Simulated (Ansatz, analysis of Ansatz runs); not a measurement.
# monolayer P with a Pd adatom (hollow): binding, spin and levels, part 2 of 2

What does the Pd adatom (hollow) do on monolayer P: height, moment, energy and levels? Model: a cell of 48 host atoms with 1 Pd put in.

Ansatz 0.2.0; plane-wave PAW DFT, PBEsol and LDA; supercells relaxed in a periodic cell with vacuum, the primitive cell and the final single points with the Coulomb interaction cut along the normal.

So far. Step 4 (Band edges against the vacuum level): The band edges were searched for over the zone, on the density of this mesh. The valence top lies 4.93 eV and the conduction bottom 4.25 eV below the vacuum level: a gap of 0.68 eV.

## 5. Relaxing the neutral defect

Level of this step: plane-wave PAW DFT, PBEsol, fully periodic cell with vacuum; relaxation of a defect in a monolayer at fixed charge, a uniform background where charged; PAW set soft_1 (Ansatz).

Atoms start from random displacements, so no symmetry is imposed. The relaxation runs in a plain periodic cell, 21 Å high against 36 Å with the cut-off, with 19 Å between the perfect sheet and its image; that is cheaper, but a defect with a dipole feels the field of its images there. Several total moments are run in turn (0 without spin polarisation, the others held), because an open shell can settle in more than one spin state.

q0.relax_smeared/input.yaml

```yaml
crystal:
  lattice:
    - [13.14039056, 0.0, 0.0]
    - [0.0, 13.28081447, 0.0]
    - [0.0, 0.0, 21.0]
  atoms:
    - { symbol: P, position: [0.0, -0.00052848, 0.55039759] }
    - { symbol: P, position: [0.0, 0.05431515, 0.44960241] }
    - { symbol: P, position: [0.125, 0.22098181, 0.55039759] }
    - { symbol: P, position: [0.125, 0.16613819, 0.44960241] }
    - { symbol: P, position: [0.0, 0.33280485, 0.55039759] }
    - { symbol: P, position: [0.0, 0.38764848, 0.44960241] }
    - { symbol: P, position: [0.125, 0.55431515, 0.55039759] }
    - { symbol: P, position: [0.125, 0.49947152, 0.44960241] }
    - { symbol: P, position: [0.0, 0.66613819, 0.55039759] }
    - { symbol: P, position: [0.0, 0.72098181, 0.44960241] }
    - { symbol: P, position: [0.125, 0.88764848, 0.55039759] }
    - { symbol: P, position: [0.125, 0.83280485, 0.44960241] }
    - { symbol: P, position: [0.25, -0.00052848, 0.55039759] }
    - { symbol: P, position: [0.25, 0.05431515, 0.44960241] }
    - { symbol: P, position: [0.375, 0.22098181, 0.55039759] }
    - { symbol: P, position: [0.375, 0.16613819, 0.44960241] }
    - { symbol: P, position: [0.25, 0.33280485, 0.55039759] }
    - { symbol: P, position: [0.25, 0.38764848, 0.44960241] }
    - { symbol: P, position: [0.375, 0.55431515, 0.55039759] }
    - { symbol: P, position: [0.375, 0.49947152, 0.44960241] }
    - { symbol: P, position: [0.25, 0.66613819, 0.55039759] }
    - { symbol: P, position: [0.25, 0.72098181, 0.44960241] }
    - { symbol: P, position: [0.375, 0.88764848, 0.55039759] }
    - { symbol: P, position: [0.375, 0.83280485, 0.44960241] }
    - { symbol: P, position: [0.5, -0.00052848, 0.55039759] }
    - { symbol: P, position: [0.5, 0.05431515, 0.44960241] }
    - { symbol: P, position: [0.625, 0.22098181, 0.55039759] }
    - { symbol: P, position: [0.625, 0.16613819, 0.44960241] }
    - { symbol: P, position: [0.5, 0.33280485, 0.55039759] }
    - { symbol: P, position: [0.5, 0.38764848, 0.44960241] }
    - { symbol: P, position: [0.625, 0.55431515, 0.55039759] }
    - { symbol: P, position: [0.625, 0.49947152, 0.44960241] }
    - { symbol: P, position: [0.5, 0.66613819, 0.55039759] }
    - { symbol: P, position: [0.5, 0.72098181, 0.44960241] }
    - { symbol: P, position: [0.625, 0.88764848, 0.55039759] }
    - { symbol: P, position: [0.625, 0.83280485, 0.44960241] }
    - { symbol: P, position: [0.75, -0.00052848, 0.55039759] }
    - { symbol: P, position: [0.75, 0.05431515, 0.44960241] }
    - { symbol: P, position: [0.875, 0.22098181, 0.55039759] }
    - { symbol: P, position: [0.875, 0.16613819, 0.44960241] }
    - { symbol: P, position: [0.75, 0.33280485, 0.55039759] }
    - { symbol: P, position: [0.75, 0.38764848, 0.44960241] }
    - { symbol: P, position: [0.875, 0.55431515, 0.55039759] }
    - { symbol: P, position: [0.875, 0.49947152, 0.44960241] }
    - { symbol: P, position: [0.75, 0.66613819, 0.55039759] }
    - { symbol: P, position: [0.75, 0.72098181, 0.44960241] }
    - { symbol: P, position: [0.875, 0.88764848, 0.55039759] }
    - { symbol: P, position: [0.875, 0.83280485, 0.44960241] }
    - { symbol: Pd, position: [0.25, 0.498231, 0.62501771] }
basis:
  ecutwfc: 420
  xc_grid: 2
hamiltonian:
  xc: pbesol
  pseudopotentials: { kind: paw, azcp: { folder: soft_1 }, xc_functional: pbe }
kpoints:
  mp_grid: { grid: [2, 2, 1] }
scf:
  occupations: { method: fermi_dirac, width: 0.01 }
  max_iter: 60
output:
  forces: true
relax:
  f_tol: 0.02
  max_steps: 80
  random_displacement: { amplitude: 0.03, seed: 5636 }
```

The run is started by

```console
ansatz run input.yaml --threads 32 --pin off --max-ram 84787MiB --backend cuda --events-out ev --progress --plain --runs-dir out --max-vram 78GiB
```

Numbers of over 12 decimals in the logs are rounded to 6 here.

Output:

```text
[...]
Crystal: 49 atoms, lattice volume = 3664.817 Å³
Basis set: ecut = 420 eV, 71641 PW (Γ), exchange–correlation on 180×180×288 points (8 copies of the dense FFT grid, shifted against one another)
Bands: 178, of which v1, the nominal top of the filled ones, is band 129 counted from 1 (128 counted from 0)
Symmetry: 1 space group operations
k-points: 4
[...]
SCF iter   1: F=—  HF=-42432.114371 eV  |F-HF|=—  |Δ(HF+E_count)|=         —  Δρ=3.95e-2  dr2=1.28e2  ethr=3.10e-3  ⟨swp⟩=8.8  Hψ=4284  notcnv=0  defer=63
[...]
SCF iter   3: F=—  HF=-42425.968727 eV  |F-HF|=—  |Δ(HF+E_count)|=   9.84e-1  Δρ=9.87e-3  dr2=1.02e1  ethr=3.10e-3  ⟨swp⟩=4.2  Hψ=1494  notcnv=0  defer=170
[...]
SCF iter  11: F=-42424.524323 eV  HF=-42424.524319 eV  |F-HF|=3.41e-6  |Δ(HF+E_count)|=   1.91e-5  Δρ=1.10e-5  dr2=8.07e-6  ethr=3.88e-9  ⟨swp⟩=6.0  Hψ=2665  notcnv=0
SCF 1 converged in 11 iterations: F = -42424.524323 eV  dr2 = 8.07e-6
[...]
relax step   1: F+E_penalty+E_count = -42424.52432285 eV  Δ(F+E_penalty+E_count) = +0.000e0 eV  max|allowed force component| = 1.647e0 eV/Å  Δτ_max = 0.0000 Å  (11 SCF iters, dr2 threshold 1.00e-5 eV, accepted)
[...]
relax step   2: F+E_penalty+E_count = -42425.05215516 eV  Δ(F+E_penalty+E_count) = -5.278e-1 eV  max|allowed force component| = 1.099e0 eV/Å  Δτ_max = 0.1949 Å  (6 SCF iters, dr2 threshold 1.00e-4 eV, accepted)
relax step   3: F+E_penalty+E_count = -42425.35713623 eV  Δ(F+E_penalty+E_count) = -3.050e-1 eV  max|allowed force component| = 6.121e-1 eV/Å  Δτ_max = 0.1925 Å  (6 SCF iters, dr2 threshold 7.55e-5 eV, accepted)
relax step   4: F+E_penalty+E_count = -42425.44891862 eV  Δ(F+E_penalty+E_count) = -9.178e-2 eV  max|allowed force component| = 6.232e-1 eV/Å  Δτ_max = 0.1997 Å  (6 SCF iters, dr2 threshold 1.00e-4 eV, accepted)
relax step   5: F+E_penalty+E_count = -42425.50745401 eV  Δ(F+E_penalty+E_count) = -5.854e-2 eV  max|allowed force component| = 1.329e-1 eV/Å  Δτ_max = 0.0810 Å  (6 SCF iters, dr2 threshold 1.00e-4 eV, accepted)
relax step   6: F+E_penalty+E_count = -42425.48555320 eV  Δ(F+E_penalty+E_count) = +2.190e-2 eV  max|allowed force component| = 1.514e-1 eV/Å  Δτ_max = 0.0488 Å  (8 SCF iters, dr2 threshold 1.10e-6 eV, rejected (line search))
[...]
relax step   7: F+E_penalty+E_count = -42425.51464307 eV  Δ(F+E_penalty+E_count) = -7.189e-3 eV  max|allowed force component| = 1.587e-2 eV/Å  Δτ_max = 0.0244 Å  (9 SCF iters, accepted)
SCF converged after 9 iterations
[...]
[... 9 atoms left out ...]
  atom  49  Pd    -0.00019597    -0.01336449     0.01248306
  max |Σ_I F_I| component: 9.15e-6 eV/Å
--- Relaxed structure (7 steps of the walk, 6 accepted, 0 SCFs on fresh bases) ---
  F+E_penalty+E_count = -42425.51464307 eV   max|allowed force component| = 1.587e-2 eV/Å
  atoms:
    - { symbol: P, position: [-0.000675, 9.773896618934491e-5, 0.548651] }
    - { symbol: P, position: [-0.001535, 0.054067, 0.447819] }
    [... 2 atoms left out ...]
    - { symbol: P, position: [0.000819, 0.330379, 0.553051] }
    [... 1 atom left out ...]
    - { symbol: P, position: [0.132223, 0.562423, 0.553541] }
    - { symbol: P, position: [0.126334, 0.500069, 0.453695] }
    [... 8 atoms left out ...]
    - { symbol: P, position: [0.250180, 0.324790, 0.549676] }
    - { symbol: P, position: [0.250196, 0.387513, 0.449853] }
    - { symbol: P, position: [0.368265, 0.562480, 0.553532] }
    - { symbol: P, position: [0.374107, 0.500053, 0.453691] }
    - { symbol: P, position: [0.250229, 0.679910, 0.546167] }
    [... 7 atoms left out ...]
    - { symbol: P, position: [0.499564, 0.330388, 0.553133] }
    [... 19 atoms left out ...]
    - { symbol: Pd, position: [0.250275, 0.464739, 0.608744] }
```

It took 7.1 s on 1 × NVIDIA GB200 with 32 threads of Arm Neoverse V2, shared host; peak memory 1.5 GiB; 31 s of CPU time.

In the next tables energies count from the displaced start, and moves from the positions in the input.

The steps of the relaxation:

```tsv
step	energy less that of the first step (eV)	largest force component (eV/Å)
1	0.0000	1.6470
2	-0.5278	1.0990
3	-0.8328	0.6121
4	-0.9246	0.6232
5	-0.9831	0.1329
6	-0.9612	0.1514
7	-0.9903	0.0159
```

Relaxation step 6 was tried and not accepted.

The atoms that moved most (Å, from the sites as typed, ahead of the random displacement, the mean shift of all atoms taken out):

```tsv
atom	dx	dy	dz	length
Pd49	0.001	-0.445	-0.342	0.561
P21	0.000	0.182	-0.089	0.203
P7	0.092	0.107	0.066	0.156
P19	-0.091	0.108	0.066	0.156
P22	0.000	0.089	-0.112	0.143
P17	0.000	-0.107	-0.015	0.108
P8	0.015	0.007	0.086	0.088
P20	-0.014	0.007	0.086	0.087
```

All neutral relaxations:

```tsv
moment (μB)	filling	outcome	structures computed	largest displacement from the input (Å)	added thickness (Å)	time
0	smeared	converged	7	0.56	1.34	7.1 s
2	smeared	converged	8	0.56	1.30	14 s
```

With the common shift of the atoms taken out, the largest displacement is 0.56 Å, and the sheet with its defect is 1.34 Å thicker than the perfect one.

The adatom ends 1.16 Å above the sheet's highest atom, with P17 at 2.23 Å, P19 at 2.33 Å, P7 at 2.33 Å and P21 at 3.15 Å nearest.

## 6. Energies and states on the vacuum scale

Single points with the cut-off give energies without the images along the normal, and levels against the vacuum; the images in the plane remain.

The cell differs from the one that the last finished run ended in (c 21.000 → 36.000 Å).

q0.point.pbesol/input.yaml

```yaml
crystal:
  lattice:
    - [13.14039056, 0.0, 0.0]
    - [0.0, 13.28081447, 0.0]
    - [0.0, 0.0, 36.0]
  atoms:
    - { symbol: P, position: [-0.00067459, 9.774e-05, 0.52837985] }
    - { symbol: P, position: [-0.00153493, 0.05406726, 0.46956125] }
[... 4 atom lines left out ...]
    - { symbol: P, position: [0.13222337, 0.56242318, 0.53123246] }
    - { symbol: P, position: [0.12633414, 0.50006916, 0.47298885] }
[... 8 atom lines left out ...]
    - { symbol: P, position: [0.25018042, 0.32478993, 0.52897753] }
[... 1 atom line left out ...]
    - { symbol: P, position: [0.36826499, 0.56248004, 0.53122706] }
[... 1 atom line left out ...]
    - { symbol: P, position: [0.2502291, 0.6799099, 0.52693055] }
[... 27 atom lines left out ...]
    - { symbol: Pd, position: [0.25027458, 0.46473878, 0.5634341] }
  periodic: [true, true, false]
basis:
  ecutwfc: 420
  xc_grid: 2
hamiltonian:
  xc: pbesol
  pseudopotentials: { kind: paw, azcp: { folder: soft_1 }, xc_functional: pbe }
kpoints:
  mp_grid: { grid: [2, 2, 1] }
scf:
  occupations: { method: fermi_dirac, width: 0.01 }
  max_iter: 60
output:
  forces: true
  eigenvalues: true
  eigenstates: { localisation: true }
  populations: true
checkpoint:
  write: "../q0.point.pbesol.run"
  compress: false
  write_wavefunctions: false
  write_every: 100000
```

Output:

```text
[...]
Crystal: 49 atoms, lattice volume = 6282.543 Å³
Basis set: ecut = 420 eV, 122815 PW (Γ), exchange–correlation on 180×180×486 points (8 copies of the dense FFT grid, shifted against one another)
Bands: 178, of which v1, the nominal top of the filled ones, is band 129 counted from 1 (128 counted from 0)
Symmetry: 1 space group operations
[...]
k-points: 4
[...]
SCF iter   1: F=—  HF=-42432.652722 eV  |F-HF|=—  |Δ(HF+E_count)|=         —  Δρ=2.64e-2  dr2=8.31e1  ethr=3.10e-3  ⟨swp⟩=12.8  Hψ=5257  notcnv=0  defer=72
[...]
SCF iter   7: F=—  HF=-42425.503907 eV  |F-HF|=—  |Δ(HF+E_count)|=   7.57e-3  Δρ=6.43e-4  dr2=4.63e-2  ethr=7.95e-5  ⟨swp⟩=2.8  Hψ=873  notcnv=0  defer=171
[...]
SCF iter  14: F=—  HF=-42425.514179 eV  |F-HF|=—  |Δ(HF+E_count)|=   8.09e-6  Δρ=2.86e-6  dr2=1.02e-6  ethr=5.07e-10  ⟨swp⟩=3.0  Hψ=1264  notcnv=0  defer=170
[...]
SCF iter  16: F=-42425.514188 eV  HF=-42425.514186 eV  |F-HF|=1.09e-6  |Δ(HF+E_count)|=   1.86e-6  Δρ=6.54e-7  dr2=3.02e-8  ethr=3.88e-11  ⟨swp⟩=29.5  Hψ=6571  notcnv=0
SCF 1 converged in 16 iterations: F = -42425.514188 eV  dr2 = 3.02e-8
[...]
SCF converged after 16 iterations
Free energy (F): -42425.514188 eV
[...]
° read free of the cell's end (the report's vacuum.weakly_bound_levels)
--- Löwdin populations: 49 sites ---
  site symbol       q [e]
     0      P      4.9119
     1      P      4.9101
  [... 2 atoms left out ...]
     4      P      4.9160
  [... 1 atom left out ...]
     6      P      5.0028
     7      P      4.9246
  [... 8 atoms left out ...]
    16      P      5.0061
    17      P      4.9220
    18      P      5.0028
    19      P      4.9247
    20      P      4.9114
  [... 7 atoms left out ...]
    28      P      4.9160
  [... 19 atoms left out ...]
    48     Pd     17.3685
  spilling = 0.017419 (of n_electrons = 258.000000)
```

Elapsed: 7.5 s, on 1 × NVIDIA GB200 with 32 threads; peak memory 4.1 GiB; 69 s of CPU time.

With the cut-off the largest force on the relaxed structure is 0.018 eV/Å, so the structure stays at rest.

From eigenstates.tsv, first k-point; energies on the run's zero. The participation number counts the atoms that a state is spread over, of 49; bands count from 0.

```tsv
spin	band	energy (eV)	occupation	participation	largest share on	share
both	123	-5.690	2.00	8.4	Pd49	0.30
both	124	-5.317	2.00	35.3	P38	0.06
both	125	-5.257	2.00	28.3	Pd49	0.10
both	126	-5.098	2.00	35.6	P1	0.04
both	127	-4.998	2.00	23.0	Pd49	0.15
both	128	-4.886	2.00	47.5	Pd49	0.03
both	129	-4.200	0.00	47.8	Pd49	0.04
both	130	-3.796	0.00	40.1	Pd49	0.04
both	131	-3.700	0.00	39.9	P18	0.05
both	132	-3.687	0.00	41.0	P20	0.04
both	133	-3.644	0.00	41.0	P21	0.04
```

Under PBEsol at the first k-point of a 2×2×1 Γ-centred mesh, the highest filled state is spread over 48 of 49 atoms, and the lowest empty one, 0.69 eV above it, is spread over 48 of 49 atoms.

Valence electrons by atom (Löwdin), nearest atoms first, with the excess over far atoms of the same element, which can also hold differences between inequivalent host sites (the log counts sites from 0):

```tsv
atom	distance from the centre (Å)	electrons	excess
Pd49	0.56	17.368	-
P7	2.32	5.003	0.092
P19	2.32	5.003	0.092
P17	2.79	5.006	0.095
P21	2.93	4.911	0.000
P8	3.95	4.925	0.013
P20	3.95	4.925	0.013
P18	3.96	4.922	0.011
```

Formation energy from total energies, with Pd (fcc) as references:

```tsv
total moment (μB)	formation energy (eV)
0	0.27
2	1.07
```

## 7. The same structures under LDA

LDA on the structures relaxed with PBEsol shows how much of the energy belongs to the functional at a fixed structure; lattice and atoms are not at rest under it.

q0.point.lda/input.yaml, as its differences from q0.point.pbesol/input.yaml of step 6:

```diff
@@ -24,3 +24,3 @@
 hamiltonian:
-  xc: pbesol
+  xc: lda
   pseudopotentials: { kind: paw, azcp: { folder: soft_1 }, xc_functional: pbe }
@@ -34,6 +34,4 @@
   eigenvalues: true
-  eigenstates: { localisation: true }
-  populations: true
 checkpoint:
-  write: "../q0.point.pbesol.run"
+  write: "../q0.point.lda.run"
   compress: false
```

Output:

```text
[...]
Crystal: 49 atoms, lattice volume = 6282.543 Å³
Basis set: ecut = 420 eV, 122815 PW (Γ), exchange–correlation on 180×180×486 points (8 copies of the dense FFT grid, shifted against one another)
Bands: 178, of which v1, the nominal top of the filled ones, is band 129 counted from 1 (128 counted from 0)
Symmetry: 1 space group operations
[...]
k-points: 4
[...]
SCF iter   1: F=—  HF=-41693.772540 eV  |F-HF|=—  |Δ(HF+E_count)|=         —  Δρ=2.64e-2  dr2=8.30e1  ethr=3.10e-3  ⟨swp⟩=13.0  Hψ=5234  notcnv=0  defer=79
[...]
SCF iter   7: F=—  HF=-41685.833703 eV  |F-HF|=—  |Δ(HF+E_count)|=   1.80e-2  Δρ=6.86e-4  dr2=5.23e-2  ethr=9.31e-5  ⟨swp⟩=2.8  Hψ=932  notcnv=0  defer=170
[...]
SCF iter  13: F=—  HF=-41685.838707 eV  |F-HF|=—  |Δ(HF+E_count)|=   3.76e-6  Δρ=4.27e-6  dr2=1.12e-6  ethr=3.32e-9  ⟨swp⟩=2.5  Hψ=1062  notcnv=0  defer=170
[...]
SCF iter  15: F=-41685.838716 eV  HF=-41685.838714 eV  |F-HF|=2.02e-6  |Δ(HF+E_count)|=   2.72e-6  Δρ=1.02e-6  dr2=8.76e-8  ethr=3.88e-11  ⟨swp⟩=27.8  Hψ=6801  notcnv=0
SCF 1 converged in 15 iterations: F = -41685.838716 eV  dr2 = 8.76e-8
[...]
SCF converged after 15 iterations
Free energy (F): -41685.838716 eV
[...]
° read free of the cell's end (the report's vacuum.weakly_bound_levels)
```

Run time: 4.6 s. Hardware: 1 × NVIDIA GB200 with 32 threads; peak memory 2.2 GiB; 21 s of CPU time.

Formation energy from total energies, with Pd (fcc) as references:

```tsv
total moment (μB)	formation energy (eV)
0	0.31
2	1.11
```

Against PBEsol the formation energy goes from 0.27 to 0.31 eV.

## 8. Summary of results

- valence top of the perfect sheet below vacuum: 4.93 eV
- gap of the perfect sheet (PBEsol): 0.68 eV
- largest displacement, common shift taken out: 0.56 Å
- height of the adatom over the sheet's highest atom: 1.16 Å
- shortest bond of the adatom: P 2.23 Å
- formation energy, elements as references (PBEsol): 0.27 eV
- formation energy, elements as references (LDA): 0.31 eV
- moment of the lowest state among those obtained: 0 μB
- levels over 0.1 eV inside the gap, on about a quarter of the atoms or fewer: 0

Under PBEsol the neutral adatom costs 0.27 eV against the perfect sheet and the elements' reference phases, lowest with the moment held at 0 μB; the state with 2 μB lies 0.80 eV higher. A positive value against the bulk element means that adatoms would rather gather into the element's own phase than spread over the sheet. At the first k-point no level inside the gap and clear of its edges is confined to about a quarter of the atoms or fewer. Across PBEsol and LDA the formation energy spans 0.04 eV on one structure. Keep in mind: the images lie 13.1 Å apart in the plane; semilocal functionals make the gap too small and spread bound carriers; Kohn–Sham levels are not transition levels, and excitons, strong in sheets, are left out; a free-standing sheet, no substrate.

[Logs are printed without paths, hosts, clocks, repeated set-up lines and the standing remarks that a program may print on its own settings, such as how far it seeks lower states.]

[Hosts, paths, dates, database ids (printed as entryN), source tags and the programs' standing remarks are cut or masked in the printed files.]

[Maps of the electrostatic potential energy from Ansatz leave out the sawtooth potential of an applied field or a dipole correction, so their vacuum need not be flat.]
